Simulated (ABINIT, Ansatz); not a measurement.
# ZnWO4 (P2/c): G0W0 on several meshes in ABINIT, part 2 of 2

Wanted: mesh dependence and cost of G0W0 for ZnWO4 (P2/c).

ABINIT 10.8.3; LDA and many-body steps on it, plane waves. Known limits of the many-body steps: not at the basis limit; d shell near the gap, gap tends to lie low; no spin-orbit coupling; coarse k mesh.

So far. Step 4 (4×2×2): The gap on the mesh goes from 2.88 eV to 4.68 eV, a correction of +1.80 eV. Step 5 (Empty states on the mesh, 2×2×2 mesh, 239 bands): On this mesh the gap is 2.885 eV.

### Step 7. 2×2×2

This step: G0W0 on LDA, plane waves, norm-conserving pseudopotentials.

The input, run.abi:

```
acell 3*1.0 Angstrom
rprim 
  4.698600000000 0.000000000000 0.000000000000
  0.000000000000 5.729300000000 0.000000000000
  -0.052988409000 0.000000000000 4.936415614400
ntypat 3
znucl 30 74 8
natom 12
typat 1 1 2 2 3 3 3 3 3 3 3 3
xred 
  0.500000000000 0.684000000000 0.250000000000
  0.500000000000 0.316000000000 0.750000000000
  0.000000000000 0.182580000000 0.250000000000
  0.000000000000 0.817420000000 0.750000000000
  0.216900000000 0.105100000000 0.936300000000
  0.783100000000 0.105100000000 0.563700000000
  0.783100000000 0.894900000000 0.063700000000
  0.216900000000 0.894900000000 0.436300000000
  0.256500000000 0.377700000000 0.399600000000
  0.743500000000 0.377700000000 0.100400000000
  0.743500000000 0.622300000000 0.600400000000
  0.256500000000 0.622300000000 0.899600000000
pp_dirpath "pseudos"
pseudos "Zn.upf, W.upf, O.upf"
ecut 36
ngkpt 2 2 2
nshiftk 1
shiftk 0 0 0
kptopt 1
chksymbreak 0
istwfk *1
occopt 1
irdwfk 1
optdriver 4
nband 219
gwcalctyp 0
ecutsigx 36
symsigma 1
nkptgw 2
kptgw 
  0.0000000000 0.5000000000 0.0000000000
  0.0000000000 0.0000000000 0.0000000000
bdgw 
  57 60
  57 60
ecuteps 5.2
irdscr 1
ppmodel 1
indata_prefix "in"
outdata_prefix "out"
tmpdata_prefix "tmp"
```

Command:

```console
> OMP_NUM_THREADS=1 mpirun -n 16 abinit run.abi > log
```

Numbers of over 12 decimals in the logs are rounded to 6 here.

The program printed:

```text
.Version 10.8.3 of ABINIT. v10.8.2 released Aug 2026.

 Symmetries : space group P2/c (# 13); Bravais mP (primitive monocl.)
[... echo of the input left out ...]
== DATASET  1 ==================================================================
-   mpi_nproc: 16, omp_nthreads: 1 (-1 if OMP is not activated)

--- !DatasetInfo
iteration_state: {dtset: 1, }
dimensions: {natom: 12, nkpt: 8, mband: 219, nsppol: 1, nspinor: 1, nspden: 1, mpw: 9268, }
cutoff_energies: {ecut:  36.0, pawecutdg:  -1.0, }
electrons: {nelect:   1.16000000E+02, charge:   0.00000000E+00, occopt:   1.00000000E+00, tsmear:   1.00000000E-02, }

 SIGMA: Calculation of the GW corrections

 Based on a program developped by R.W. Godby, V. Olevano, G. Onida, and L. Reining.
 Incorporated in ABINIT by V. Olevano, G.-M. Rignanese, and M. Torrent.
.Using double precision arithmetic ; gwpc =  8

[... cell and pseudopotentials left out ...]
--------------------------------------------------------------------------------

 ==== K-mesh for the wavefunctions ====
 Number of points in the irreducible wedge :     8
[... list of points left out ...]
 Together with  4 symmetry operations and time-reversal symmetry
 yields     8 points in the full Brillouin Zone.

 ==== Q-mesh for screening function ====
 Number of points in the irreducible wedge :     8
[... list of points left out ...]
 Together with  4 symmetry operations and time-reversal symmetry
 yields     8 points in the full Brillouin Zone.

 vcoul_init : cutoff-mode = AUXILIARY_FUNCTION
 q-points for optical limit:   1
     1)      0.000010    0.000020    0.000030
 setmesh: FFT mesh size selected  =    48x   60x   54
          total number of points  =       155520

 Number of electrons calculated from density =  116.0000; Expected =  116.0000
[...]
number of omega for Sigma on real axis              0
 max omega for Sigma on real axis  [eV]           0.00
 zcut for avoiding poles [eV]                     0.10

 EPSILON^-1 parameters (SCR file):
 dimension of the eps^-1 matrix on file            519
 dimension of the eps^-1 matrix used               519
 number of plane-waves for wavefunctions          9239
 number of bands                                   219
 number of q-points in IBZ                           8
 number of frequencies                               2
 number of real frequencies                          1
 number of imag frequencies                          1

 matrix elements of self-energy operator (all in [eV])

 Perturbative Calculation

--- !SelfEnergy_ee
iteration_state: {dtset: 1, }
kpoint     : [   0.000,    0.500,    0.000, ]
spin       : 1
KS_gap     :    2.885
QP_gap     :    4.667
Delta_QP_KS:    1.782
data: !SigmaeeData |
     Band     E0 <VxcDFT>   SigX SigC(E0)      Z dSigC/dE  Sig(E)    E-E0       E
       57   4.742 -19.654 -24.513   4.805   0.781  -0.280 -19.696  -0.042   4.700
       58   5.227 -21.861 -26.937   4.972   0.787  -0.270 -21.943  -0.082   5.145
       59   8.112 -17.482 -11.800  -3.622   0.826  -0.211 -15.782   1.700   9.812
[...]
--- !SelfEnergy_ee
iteration_state: {dtset: 1, }
kpoint     : [   0.000,    0.000,    0.000, ]
spin       : 1
KS_gap     :    3.593
QP_gap     :    5.349
Delta_QP_KS:    1.756
data: !SigmaeeData |
     Band     E0 <VxcDFT>   SigX SigC(E0)      Z dSigC/dE  Sig(E)    E-E0       E
[...]
59   8.574 -17.732 -12.475  -3.166   0.819  -0.221 -16.020   1.712  10.286
       60   9.029 -18.252 -12.564  -3.497   0.817  -0.223 -16.461   1.791  10.820

== END DATASET(S) ==============================================================
================================================================================

 -outvars: echo values of variables after computation  --------
           etotal      0.0000000000E+00
            nband         219
             nkpt           8
          spgroup          13
 [... the other variables as echoed above ...]

 Calculation completed.
```

Wall time 27 s (16 MPI ranks of Arm Neoverse N1, shared host); peak memory 5.4 GiB; 7.3 min of CPU time.

Numbers from this step:

* G0W0 gap on the points computed: 4.667 eV
* starting gap on the mesh: 2.885 eV
* k of the valence top: 0, 0.5, 0
* k of the conduction bottom: 0, 0.5, 0
* Z at the valence top: 0.787
* Z at the conduction bottom: 0.826
* least direct G0W0 gap on the computed points: 4.667 eV

Against G0W0 in ABINIT (4×2×2 mesh, 219 bands, screening to 141.5 eV, Godby-Needs plasmon pole), the gap moves by −0.016 eV.

### Step 8. Side by side

Times are wall times on 16 MPI ranks of Arm Neoverse N1, shared host, good to a factor of about two. A run's time includes the screening step that it read.

```
  run   mesh  bands  screening cutoff (eV)  DFT gap (eV)  gap on the mesh (eV)  direct (eV)  ε∞ used     time
4×2×2  4×2×2    219                  141.5         2.885                 4.683        4.683     5.53   12 min
2×2×2  2×2×2    219                  141.5         2.885                 4.667        4.667     5.56  4.9 min
```

### Step 9. What came out

```json
{"4×2×2": "4.683 eV", "2×2×2": "4.667 eV", "known limits": "not at the basis limit; d shell near the gap, gap tends to lie low; no spin-orbit coupling; coarse k mesh"}
```

**Reading.** 2×2×2: −0.016 eV against 4×2×2. Bands and cutoff are finite, so the gap is not at the basis limit. The miss can reach some tenths of an eV and take either sign; the mesh is an error of its own. In the first G0W0 run levels were corrected at 2 k points alone, so a gap called «on the mesh» is the least over those, and an edge elsewhere would be missed. The 4×2×2 mesh is coarse for this cell, which bears on the long-range parts of exchange and screening. A d shell, filled or nearly so, lies near the gap. One-shot GW converges very slowly in bands there, not always from below, and on a semilocal start the gap tends to come out low; starts rich in exact exchange can overshoot instead. The many-body steps are scalar-relativistic: spin-orbit coupling is not in them.

[Paths, hosts, dates, memory and timing lines, banners, echoed tables and standing remarks are left out of the program output.]

[Logs are printed without paths, hosts, clocks, repeated set-up lines and the standing remarks that a program may print on its own settings, such as how far it seeks lower states.]

[Runs of the session that timed out or met a known fault of the program may be left out.]

[No measured gap is set beside runs whose start may be inverted or whose files or cutoffs have a known fault.]

[Hosts, paths, dates, database ids (printed as entryN), source tags and the programs' standing remarks are cut or masked in the printed files.]

[G0W0 gaps are taken among the corrected bands and points alone; a level outside them can change the order at an edge.]

[Where Ansatz stands beside ABINIT at settings called matched, ABINIT's density can come from a denser mesh and the files from another edition; pairs whose starting gaps differed by over 0.03 eV were left out, so agreement reads better than it is.]
